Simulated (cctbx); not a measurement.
## Diagnosing a refinement

Cell a = 4.8590 Å, b = 15.8420 Å, c = 4.5610 Å, α = 90.00°, β = 90.00°, γ = 90.00°; space group Pnma (no. 62). The compound is Rh3O2F5.

The data are simulated with cctbx, not measured: synchrotron X-rays, λ = 0.4959 Å, to d = 0.7 Å, 70 % of the full sphere, strongest reflection 20000 counts, noise from counting, a 3 % proportional error and a noise floor of 15 counts (s.d.); no absorption.

An anisotropic refinement with weights 1/σ² prints:

```text
Rint 0.038, 556 unique reflections to 0.70 A
cycle     R1     wR2    GooF  max shift (A)
   1  0.0288  0.0615   1.881   0.00336
   2  0.0223  0.0461   1.408   0.00040
final R1 0.0224 wR2 0.0461 GooF 1.408  parameters 48  data/parameter 11.6
atom        x        y        z      Ueq    occ   su(xyz)  su(Uiso or U11)
Rh1    0.94379  0.25000  0.54653   0.0197  1.000  0.00014  0.0002
Rh2    0.87405  0.40007  0.94018   0.0183  1.000  0.00010  0.0002
O1     0.94804  0.61831  0.67836   0.0189  1.000  0.00078  0.0016
F1     0.82531  0.53069  0.18384   0.0366  1.000  0.00090  0.0023
F2     0.77109  0.25000  0.18090   0.0339  1.000  0.00121  0.0028
F3     0.83244  0.82529  0.20646   0.0519  1.000  0.00114  0.0030
difference map: max 1.55 min -1.18 rms 0.33
Q1    0.0274  0.6095  0.7009    8    1.56  0.42 A from O1
Q2    0.1141  0.1263  0.2718    8    1.32  0.40 A from O1
Q3    0.0909  0.0950  0.3768    8    1.25  0.49 A from O1
Q4    0.1112  0.2500  0.3290    4    1.25  0.78 A from F2
Q5    0.0000  0.0000  0.5000    4    0.98  1.74 A from F1
Q6    0.2497  0.0806  0.4707    8    0.97  0.79 A from Rh2
```

**Question.** Can this result stand? If not, what is the likely fault?

Mend it. The fault: elements exchanged: F3 is O and O1 is F. Against the right model at the same level, R1 goes from 0.0145 to 0.0224 and GooF from 0.92 to 1.41, U of O1 shrinks from 0.0291 to 0.0189 Å² and U of F3 swells from 0.0376 to 0.0519 Å². F3 has 1 electron too many and its U swells to shed them, as expected (near an absorption edge f′ can widen the mismatch well beyond the difference in Z); O1 has 1 electron too few and its U shrinks to make up, as expected (near an absorption edge f′ can widen the mismatch well beyond the difference in Z).

The compound is Rh3O2F5. The right model at the same level gives:

```text
Rint 0.038, 556 unique reflections to 0.70 A
cycle     R1     wR2    GooF  max shift (A)
   1  0.0148  0.0305   0.931   0.00073
   2  0.0145  0.0300   0.917   0.00006
final R1 0.0145 wR2 0.0300 GooF 0.917  parameters 48  data/parameter 11.6
atom        x        y        z      Ueq    occ   su(xyz)  su(Uiso or U11)
Rh1    0.94378  0.25000  0.54655   0.0197  1.000  0.00009  0.0002
Rh2    0.87402  0.40009  0.94013   0.0183  1.000  0.00006  0.0001
F1     0.94828  0.61834  0.67794   0.0291  1.000  0.00050  0.0011
F2     0.82567  0.53064  0.18390   0.0370  1.000  0.00059  0.0015
F3     0.77195  0.25000  0.18088   0.0335  1.000  0.00078  0.0019
O1     0.83222  0.82535  0.20627   0.0376  1.000  0.00074  0.0017
difference map: max 1.10 min -0.99 rms 0.26
Q1    0.1073  0.2500  0.3243    4    1.13  0.80 A from F3
Q2    0.2467  0.0779  0.4547    8    0.92  0.86 A from Rh2
Q3    0.9959  0.1318  0.9738    8    0.89  0.79 A from Rh2
Q4    0.2298  0.1570  0.9239    8    0.83  0.72 A from O1
Q5    0.1049  0.5928  0.4970    8    0.83  1.19 A from F1
Q6    0.0794  0.7500  0.8221    4    0.82  0.72 A from F3
```

The model is made up (kin elements in a known structure type, no relaxation), so it says nothing on whether the phase exists.

[Middle refinement cycles are left out of these outputs.]

[Logs are printed without paths, hosts, clocks, repeated set-up lines and the standing remarks that a program may print on its own settings, such as how far it seeks lower states.]
